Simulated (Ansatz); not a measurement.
# Zn3SbN3 (Cm): the gap up the ladder of methods

What gap does each level of theory give for Zn3SbN3 (Cm), and in what time?

Main program and level: Ansatz 0.2.0; density functionals, hybrids and G0W0, plane waves, PAW.

This is a report of a sequence of runs, with most program output left out.

In doubt: masses and optical values from hybrid runs of this build are listed as unsure (steps 11, 12), which bears on the screening that GW takes from such a start.

## 1. Set-up

It takes space group Cm (No. 8, monoclinic). The conventional cell has a = 6.788 Å, b = 6.566 Å, c = 5.577 Å, α = 90.00°, β = 125.21°, γ = 90.00°. Nearest to Zn lie 3 N at 1.95 to 1.96 Å. Nearest to Zn lie 3 N at 1.97 to 2.00 Å. Nearest to Sb lie 3 N at 2.04 to 2.06 Å. Nearest to N lie 3 Zn at 1.96 to 2.00 Å and 1 Sb at 2.06 Å. Nearest to N lie 3 Zn at 1.95 to 1.97 Å and 1 Sb at 2.04 Å. Farther neighbours and most contacts between anions are not listed.

The cell and positions are those that the Materials Project relaxed with its own functionals (PBE, PBE+U or r2SCAN), kept fixed. At the settings of the band run the largest force is still 0.32 eV/Å. Spin-orbit coupling is left out unless a step names it.

The logs state that the PAW files were generated under PBE.

## 2. LDA on the 6×6×6 mesh

This step: DFT, LDA, plane waves, PAW; PAW set soft_1.

input.yaml

```yaml
crystal:
  lattice:
    - [3.3938895471, -3.283248115, 0.0]
    - [3.3938895471, 3.283248115, 0.0]
    - [-3.2155964401, 0.0, 4.5561292986]
  atoms:
    - { symbol: Zn, position: [0.64265811, 0.64265811, 0.11808447] }
    - { symbol: Zn, position: [0.75601403, 0.31486041, 0.51982585] }
    - { symbol: Zn, position: [0.31486041, 0.75601403, 0.51982585] }
    - { symbol: Sb, position: [0.06050886, 0.06050886, 0.00241463] }
    - { symbol: "N", position: [0.41103526, 0.94206134, 0.29988336] }
    - { symbol: "N", position: [0.94206134, 0.41103526, 0.29988336] }
    - { symbol: "N", position: [0.698722, 0.698722, 0.81219049] }
kpoints:
  mp_grid: { grid: [6, 6, 6] }
  band_path:
    path:
      - [0.0, 0.0, 0.0]
      - [0.0, 0.0, -0.5]
      - [-0.35449978, 0.35449978, -0.5]
      - [0.35449978, 0.64550022, -0.5]
      - [0.5, 0.5, -0.5]
      - [-0.5, 0.5, 0.0]
      - [0.0, 0.5, -0.5]
      - [0.0, 0.5, 0.0]
      - [-0.25, 0.25, 0.0]
      - [0.0, 0.0, -0.3]
    npoints: 1
hamiltonian:
  xc: lda
  pseudopotentials: { kind: paw, azcp: { folder: soft_1 }, xc_functional: pbe }
scf:
  occupations: { method: fixed }
  n_extra_bands: 6
output:
  eigenvalues: true
  forces: true
  stress: true
```

Launch:

```console
> ansatz run input.yaml --threads 2 --pin off --max-ram 92160MiB --backend cuda --events-out ev --progress --plain --runs-dir out --devices 1 --max-vram 13GiB
```

The job ended after 8.9 s (1 × NVIDIA H100 80GB HBM3 (shared by 6 runs) with 2 threads of AMD EPYC 7R13 (Zen 3), shared host; peak memory 0.96 GiB).

This step gave:

- pressure: -5.408 GPa
- gap: 1.361 eV
- valence top at: k = (-0.250, 0.250, 0.000)
- conduction bottom at: k = (0.000, 0.000, -0.300)
- least direct gap: 1.503 eV

Over mesh and listed points the gap is 1.361 eV, from k = (-0.250, 0.250, 0.000) to k = (0.000, 0.000, -0.300). The least direct gap found is 1.503 eV, at k = (0.000, 0.000, -0.300). On the 6×6×6 mesh alone the same run gives 1.444 eV, so that mesh misses an edge of LDA: 1.444 − 1.361 = +0.083 eV. The pressure in this cell is -5 GPa; the cell is kept.

## 3. PBEsol on the 6×6×6 mesh

This step: DFT, PBEsol, plane waves, PAW; PAW set soft_1.

Changes to input.yaml since step 2:

```diff
@@ -29,3 +29,3 @@
 hamiltonian:
-  xc: lda
+  xc: pbesol
   pseudopotentials: { kind: paw, azcp: { folder: soft_1 }, xc_functional: pbe }
```

Elapsed: 9.9 s, on 1 × NVIDIA H100 80GB HBM3 (shared by 6 runs) with 2 threads; peak memory 0.97 GiB.

Numbers from this step:

| Item | Value |
| --- | --- |
| pressure | -1.480 GPa |
| gap | 1.324 eV |
| valence top at | k = (-0.250, 0.250, 0.000) |
| conduction bottom at | k = (0.000, 0.000, -0.300) |
| least direct gap | 1.467 eV |

Over mesh and listed points the gap is 1.324 eV, from k = (-0.250, 0.250, 0.000) to k = (0.000, 0.000, -0.300). The least direct gap found is 1.467 eV, at k = (0.000, 0.000, -0.300). On the 6×6×6 mesh alone the same run gives 1.411 eV, so that mesh misses an edge of PBEsol: 1.411 − 1.324 = +0.087 eV. PBEsol against LDA: 1.324 − 1.361 = −0.037 eV, with the same mesh, files and cutoff, and both edges at the same k points.

## 4. PBE on the 6×6×6 mesh

Levels along a band path and on the mesh show where this functional puts the band edges.

This step: DFT, PBE, plane waves, PAW; PAW set soft_1.

input.yaml

```yaml
crystal:
  lattice:
    - [3.3938895471, -3.283248115, 0.0]
    - [3.3938895471, 3.283248115, 0.0]
    - [-3.2155964401, 0.0, 4.5561292986]
  atoms:
    - { symbol: Zn, position: [0.64265811, 0.64265811, 0.11808447] }
    - { symbol: Zn, position: [0.75601403, 0.31486041, 0.51982585] }
    - { symbol: Zn, position: [0.31486041, 0.75601403, 0.51982585] }
    - { symbol: Sb, position: [0.06050886, 0.06050886, 0.00241463] }
    - { symbol: "N", position: [0.41103526, 0.94206134, 0.29988336] }
    - { symbol: "N", position: [0.94206134, 0.41103526, 0.29988336] }
    - { symbol: "N", position: [0.698722, 0.698722, 0.81219049] }
kpoints:
  mp_grid: { grid: [6, 6, 6] }
  band_path:
    path:
      - [[0.0, 0.0, 0.0], [0.0, 0.0, -0.5], [-0.35449978, 0.35449978, -0.5]]
      - [[0.35449978, 0.64550022, -0.5], [0.5, 0.5, -0.5], [0.0, 0.0, 0.0], [-0.5, 0.5, 0.0]]
      - [[0.0, 0.5, -0.5], [0.0, 0.0, 0.0], [0.0, 0.5, 0.0]]
    npoints: 10
hamiltonian:
  xc: pbe
  pseudopotentials: { kind: paw, azcp: { folder: soft_1 } }
scf:
  occupations: { method: fermi_dirac, width: 0.02 }
  n_extra_bands: 6
output:
  eigenvalues: true
  forces: true
  stress: true
  write_density: true
  write_potential: true
  elf: true
  volumetric_format: npy
```

Wall time 7.9 s (1 × NVIDIA H100 80GB HBM3 (shared by 6 runs) with 2 threads); peak memory 1 GiB.

This step gave:

```yaml
pressure: 3.519 GPa
gap: 1.373 eV
valence_top_at: k = (-0.250, 0.250, 0.000)
conduction_bottom_at: k = (0.000, 0.000, -0.300)
least_direct_gap: 1.513 eV
```

Over mesh and path the gap is 1.373 eV, from k = (-0.250, 0.250, 0.000) to k = (0.000, 0.000, -0.300). The least direct gap found is 1.513 eV, at k = (0.000, 0.000, -0.300). On the 6×6×6 mesh alone the same run gives 1.461 eV, so that mesh misses an edge of PBE: 1.461 − 1.373 = +0.088 eV. PBE against PBEsol: 1.373 − 1.324 = +0.049 eV, with the same mesh, files and cutoff, and both edges at the same k points.

## 5. PBE+SOC on the 6×6×6 mesh

This run has two-component orbitals with spin-orbit coupling.

This step: DFT, PBE with spin-orbit coupling, plane waves, PAW; PAW set soft_1.

input.yaml

```yaml
crystal:
  lattice:
    - [3.3938895471, -3.283248115, 0.0]
    - [3.3938895471, 3.283248115, 0.0]
    - [-3.2155964401, 0.0, 4.5561292986]
  atoms:
    - { symbol: Zn, position: [0.64265811, 0.64265811, 0.11808447] }
    - { symbol: Zn, position: [0.75601403, 0.31486041, 0.51982585] }
    - { symbol: Zn, position: [0.31486041, 0.75601403, 0.51982585] }
    - { symbol: Sb, position: [0.06050886, 0.06050886, 0.00241463] }
    - { symbol: "N", position: [0.41103526, 0.94206134, 0.29988336] }
    - { symbol: "N", position: [0.94206134, 0.41103526, 0.29988336] }
    - { symbol: "N", position: [0.698722, 0.698722, 0.81219049] }
kpoints:
  mp_grid: { grid: [6, 6, 6] }
  band_path:
    path:
      - [0.0, 0.0, 0.0]
      - [0.0, 0.0, -0.5]
      - [-0.35449978, 0.35449978, -0.5]
      - [0.35449978, 0.64550022, -0.5]
      - [0.5, 0.5, -0.5]
      - [-0.5, 0.5, 0.0]
      - [0.0, 0.5, -0.5]
      - [0.0, 0.5, 0.0]
      - [-0.25, 0.25, 0.0]
      - [0.0, 0.0, -0.3]
    npoints: 1
hamiltonian:
  xc: pbe
  pseudopotentials: { kind: paw_fr, azcp: { folder: soft_1 } }
scf:
  occupations: { method: fixed }
  n_extra_bands: 12
magnetization:
  noncollinear: true
  spin_orbit: true
output:
  eigenvalues: true
  forces: true
  stress: true
```

Wall time 20 s (1 × NVIDIA H100 80GB HBM3 (shared by 6 runs) with 2 threads); peak memory 1 GiB.

Numbers from this step:

```yaml
pressure: 3.501 GPa
gap: 1.328 eV
valence_top_at: k = (-0.250, 0.250, 0.000)
conduction_bottom_at: k = (0.000, 0.000, -0.300)
least_direct_gap: 1.484 eV
```

Over mesh and listed points the gap is 1.328 eV, from k = (-0.250, 0.250, 0.000) to k = (0.000, 0.000, -0.300). The least direct gap found is 1.484 eV, at k = (0.000, 0.000, -0.300). On the 6×6×6 mesh alone the same run gives 1.426 eV, so that mesh misses an edge of PBE+SOC: 1.426 − 1.328 = +0.098 eV. PBE+SOC against PBE: 1.328 − 1.373 = −0.045 eV, with the same mesh, set of files (read in its fully relativistic form for the spin-orbit run) and cutoff, and both edges at the same k points. The spin-orbit run sees mesh and listed points alone, so its gap is an upper bound: the coupling can move an edge off these points, the more so as this crystal has no centre of inversion, and the change over the zone, its sign included where it is small, is not known.

## 6. r2SCAN on the 6×6×6 mesh

r2SCAN is a meta-GGA: it depends on the kinetic-energy density as well as on the density and its gradient.

This step: DFT, r2SCAN, plane waves, PAW; PAW set soft_1.

Changes to input.yaml since step 5:

```diff
@@ -29,10 +29,7 @@
 hamiltonian:
-  xc: pbe
-  pseudopotentials: { kind: paw_fr, azcp: { folder: soft_1 } }
+  xc: r2scan
+  pseudopotentials: { kind: paw, azcp: { folder: soft_1 } }
 scf:
   occupations: { method: fixed }
-  n_extra_bands: 12
-magnetization:
-  noncollinear: true
-  spin_orbit: true
+  n_extra_bands: 6
 output:
@@ -41 +38,5 @@
   stress: true
+  write_density: true
+  write_potential: true
+  elf: true
+  volumetric_format: npy
```

The job ended after 14 s (1 × NVIDIA H100 80GB HBM3 (shared by 6 runs) with 2 threads; peak memory 1.2 GiB).

This step gave:

```
pressure             : -0.6005 GPa
gap                  : 1.671 eV
valence top at       : k = (-0.250, 0.250, 0.000)
conduction bottom at : k = (0.000, 0.000, -0.300)
least direct gap     : 1.799 eV
```

Over mesh and listed points the gap is 1.671 eV, from k = (-0.250, 0.250, 0.000) to k = (0.000, 0.000, -0.300). The least direct gap found is 1.799 eV, at k = (0.000, 0.000, -0.300). On the 6×6×6 mesh alone the same run gives 1.763 eV, so that mesh misses an edge of r2SCAN: 1.763 − 1.671 = +0.092 eV. r2SCAN against PBE: 1.671 − 1.373 = +0.298 eV. The runs also differ in plane-wave cutoff (420 eV and 500 eV), so how much of this comes from the functional alone is not known.

## 7. HSE06 on the 4×4×4 mesh

HSE06 mixes in a quarter of exact exchange at short range.

This step: DFT, HSE06, plane waves, PAW; PAW set soft_1.

Changes to input.yaml since step 6:

```diff
@@ -14,3 +14,3 @@
 kpoints:
-  mp_grid: { grid: [6, 6, 6] }
+  mp_grid: { grid: [4, 4, 4] }
   band_path:
@@ -29,3 +29,3 @@
 hamiltonian:
-  xc: r2scan
+  xc: hse06
   pseudopotentials: { kind: paw, azcp: { folder: soft_1 } }
@@ -36,7 +36 @@
   eigenvalues: true
-  forces: true
-  stress: true
-  write_density: true
-  write_potential: true
-  elf: true
-  volumetric_format: npy
```

The job ended after 42 s (1 × NVIDIA H100 80GB HBM3 (shared by 6 runs) with 2 threads; peak memory 1.4 GiB).

This step gave:

- gap: 2.350 eV
- valence top at: k = (-0.250, 0.250, 0.000)
- conduction bottom at: k = (0.000, 0.000, -0.300)
- least direct gap: 2.450 eV
- exact-exchange fraction: 0.25

Over mesh and listed points the gap is 2.350 eV, from k = (-0.250, 0.250, 0.000) to k = (0.000, 0.000, -0.300). The least direct gap found is 2.450 eV, at k = (0.000, 0.000, -0.300). On the 4×4×4 mesh alone the same run gives 2.400 eV, so that mesh misses an edge of HSE06: 2.400 − 2.350 = +0.050 eV. HSE06 against PBE: 2.350 − 1.373 = +0.977 eV. The runs also differ in mesh (6×6×6 and 4×4×4), so how much of this comes from the functional alone is not known.

## 8. PBE0 on the 4×4×4 mesh

PBE0 mixes in a quarter of exact exchange at all distances.

This step: DFT, PBE0, plane waves, PAW; PAW set soft_1.

Changes to input.yaml since step 7:

```diff
@@ -29,3 +29,3 @@
 hamiltonian:
-  xc: hse06
+  xc: pbe0
   pseudopotentials: { kind: paw, azcp: { folder: soft_1 } }
```

Elapsed: 46 s, on 1 × NVIDIA H100 80GB HBM3 (shared by 6 runs) with 2 threads; peak memory 1.3 GiB.

Numbers from this step:

```yaml
gap: 3.029 eV
valence_top_at: k = (-0.250, 0.250, 0.000)
conduction_bottom_at: k = (0.000, 0.000, -0.300)
least_direct_gap: 3.121 eV
exact_exchange_fraction: 0.25
```

Over mesh and listed points the gap is 3.029 eV, from k = (-0.250, 0.250, 0.000) to k = (0.000, 0.000, -0.300). The least direct gap found is 3.121 eV, at k = (0.000, 0.000, -0.300). On the 4×4×4 mesh alone the same run gives 3.085 eV, so that mesh misses an edge of PBE0: 3.085 − 3.029 = +0.056 eV. PBE0 against HSE06: 3.029 − 2.350 = +0.679 eV, with the same mesh, files and cutoff, and both edges at the same k points.

## 9. DDH-PBE0 on the 4×4×4 mesh

The input asks for a share of exact exchange of one over the crystal's ε∞, which the program works out first.

This step: DFT, dielectric-dependent PBE0 (fraction 1/eps_inf of PBE), plane waves, PAW; PAW set soft_1.

Changes to input.yaml since step 8:

```diff
@@ -13,2 +13,3 @@
     - { symbol: "N", position: [0.698722, 0.698722, 0.81219049] }
+  host: atoms
 kpoints:
@@ -29,3 +30,6 @@
 hamiltonian:
-  xc: pbe0
+  xc:
+    exchange: pbe
+    correlation: pbe
+    exx: { coeff: inverse_dielectric }
   pseudopotentials: { kind: paw, azcp: { folder: soft_1 } }
```

Wall time 92 s (1 × NVIDIA H100 80GB HBM3 (shared by 6 runs) with 2 threads); peak memory 2.2 GiB.

This step gave:

```
gap                     : 2.182 eV
valence top at          : k = (-0.250, 0.250, 0.000)
conduction bottom at    : k = (0.000, 0.000, -0.300)
least direct gap        : 2.296 eV
exact-exchange fraction : 0.1251
```

Over mesh and listed points the gap is 2.182 eV, from k = (-0.250, 0.250, 0.000) to k = (0.000, 0.000, -0.300). The least direct gap found is 2.296 eV, at k = (0.000, 0.000, -0.300). On the 4×4×4 mesh alone the same run gives 2.240 eV, so that mesh misses an edge of DDH-PBE0: 2.240 − 2.182 = +0.058 eV. DDH-PBE0 against PBE0: 2.182 − 3.029 = −0.847 eV, with the same mesh, files and cutoff, and both edges at the same k points.

## 10. G0W0@PBE, 4×4×4 mesh, 804 empty bands, screening to 230 eV, PAW set soft_1 files

G0W0 replaces the xc potential by a self-energy built once from the orbitals of the start. Levels are corrected in the window of bands that the input names, at points of the mesh.

This step: G0W0 on PBE, plane waves, PAW; PAW set soft_1.

input.yaml

```yaml
crystal:
  lattice:
    - [3.3938895471, -3.283248115, 0.0]
    - [3.3938895471, 3.283248115, 0.0]
    - [-3.2155964401, 0.0, 4.5561292986]
  atoms:
    - { symbol: Zn, position: [0.64265811, 0.64265811, 0.11808447] }
    - { symbol: Zn, position: [0.75601403, 0.31486041, 0.51982585] }
    - { symbol: Zn, position: [0.31486041, 0.75601403, 0.51982585] }
    - { symbol: Sb, position: [0.06050886, 0.06050886, 0.00241463] }
    - { symbol: "N", position: [0.41103526, 0.94206134, 0.29988336] }
    - { symbol: "N", position: [0.94206134, 0.41103526, 0.29988336] }
    - { symbol: "N", position: [0.698722, 0.698722, 0.81219049] }
kpoints:
  mp_grid: { grid: [4, 4, 4] }
hamiltonian:
  xc: pbe
  pseudopotentials: { kind: paw, azcp: { folder: soft_1 } }
scf:
  occupations: { method: fixed }
gw:
  n_empty_bands: 804
  ecut_chi: 230.0
  qp_bands: [v2, c2]
  qp_kpoints: band_edges
  screening: { model: contour_deformation }
```

It took 2.4 min on 1 × NVIDIA H100 80GB HBM3 (shared by 6 runs) with 2 threads; peak memory 4.5 GiB; 4.1 min of CPU time.

Numbers from this step:

* bands summed: 837
* RPA ε∞ on this mesh (eigenvalues): 7.162, 8.111, 8.150
* plane waves in the screening matrix: 787
* G0W0 gap over the corrected points: 2.184 eV
* k of the valence top: 0.25, -0.25, 0
* k of the conduction bottom: 0, 0, 0.25
* starting gap on the mesh: 1.432 eV
* Z at the valence top: 0.7383
* Z at the conduction bottom: 0.7806
* least direct G0W0 gap over the corrected points: 2.378 eV

Over 19 of 24 irreducible mesh points the G0W0 gap is 2.184 eV, from k = (0.250, -0.250, 0.000) to k = (0.000, 0.000, 0.250). The PBE gap of this run on the mesh is 1.432 eV. The two states that bound the G0W0 gap lie that far apart at the start, so the correction of the gap is 2.184 − 1.432 = +0.752 eV.

## 11. G0W0@HSE06, 4×4×4 mesh, 804 empty bands, screening to 230 eV, PAW set soft_1 files

This step: G0W0 on HSE06, plane waves, PAW; PAW set soft_1.

Changes to input.yaml since step 10:

```diff
@@ -16,3 +16,3 @@
 hamiltonian:
-  xc: pbe
+  xc: hse06
   pseudopotentials: { kind: paw, azcp: { folder: soft_1 } }
```

Elapsed: 4.1 min, on 1 × NVIDIA H100 80GB HBM3 (shared by 6 runs) with 2 threads; peak memory 4.9 GiB; 5.6 min of CPU time.

Numbers from this step:

```yaml
bands_summed: 837
rpa_eps_infinity_on_this_mesh_eigenvalues: 5.265, 5.754, 5.766
plane_waves_in_the_screening_matrix: 787
g0w0_gap_over_the_corrected_points: 2.675 eV
k_of_the_valence_top: 0.25, -0.25, 0
k_of_the_conduction_bottom: 0, 0, 0.25
starting_gap_on_the_mesh: 2.400 eV
z_at_the_valence_top: 0.7749
z_at_the_conduction_bottom: 0.8126
least_direct_g0w0_gap_over_the_corrected_points: 2.859 eV
```

Over 19 of 24 irreducible mesh points the G0W0 gap is 2.675 eV, from k = (0.250, -0.250, 0.000) to k = (0.000, 0.000, 0.250). The HSE06 gap of this run on the mesh is 2.400 eV. The two states that bound the G0W0 gap lie that far apart at the start, so the correction of the gap is 2.675 − 2.400 = +0.275 eV. G0W0@HSE06 against G0W0@PBE with 837 bands: 2.675 − 2.184 = +0.491 eV, with the same mesh, files and cutoffs, and both edges at the same k points.

## 12. G0W0@PBE0, 4×4×4 mesh, 804 empty bands, screening to 230 eV, PAW set soft_1 files

This step: G0W0 on PBE0, plane waves, PAW; PAW set soft_1.

Changes to input.yaml since step 11:

```diff
@@ -16,3 +16,3 @@
 hamiltonian:
-  xc: hse06
+  xc: pbe0
   pseudopotentials: { kind: paw, azcp: { folder: soft_1 } }
```

The job ended after 5.3 min (1 × NVIDIA H100 80GB HBM3 (shared by 6 runs) with 2 threads; peak memory 4.9 GiB).

Numbers from this step:

```yaml
bands_summed: 837
rpa_eps_infinity_on_this_mesh_eigenvalues: 4.798, 5.180, 5.204
plane_waves_in_the_screening_matrix: 787
g0w0_gap_over_the_corrected_points: 2.872 eV
k_of_the_valence_top: 0.25, -0.25, 0
k_of_the_conduction_bottom: 0, 0, 0.25
starting_gap_on_the_mesh: 3.085 eV
z_at_the_valence_top: 0.7894
z_at_the_conduction_bottom: 0.8252
least_direct_g0w0_gap_over_the_corrected_points: 3.053 eV
```

Over 19 of 24 irreducible mesh points the G0W0 gap is 2.872 eV, from k = (0.250, -0.250, 0.000) to k = (0.000, 0.000, 0.250). The PBE0 gap of this run on the mesh is 3.085 eV. The two states that bound the G0W0 gap lie that far apart at the start, so the correction of the gap is 2.872 − 3.085 = −0.213 eV. G0W0@PBE0 against G0W0@HSE06 with 837 bands: 2.872 − 2.675 = +0.197 eV, with the same mesh, files and cutoffs, and both edges at the same k points. The program's warnings for this run: coarse exchange mesh.

[end of part 1 of 2]

[Paths, hosts, dates, memory and timing lines, banners, echoed tables and standing remarks are left out of the program output.]

[Logs are printed without paths, hosts, clocks, repeated set-up lines and the standing remarks that a program may print on its own settings, such as how far it seeks lower states.]

[Runs of the session that timed out or met a known fault of the program may be left out.]

[Cells called generated may have been cut or substituted from an entry of the Crystallography Open Database or the Materials Project.]

[Hosts, paths, dates, database ids (printed as entryN), source tags and the programs' standing remarks are cut or masked in the printed files.]

[Where an RPA ε∞ is given, it is that of the G0W0 mesh and is not shown converged in it. Names of k-points follow the symmetry that the program found, which can be lower than the space group named. Band edges on a path are those of the sampled points; other points can move an edge, and change direct to indirect where valleys lie close.]

[Hybrid gaps are those of their k-mesh and are not shown converged in it.]
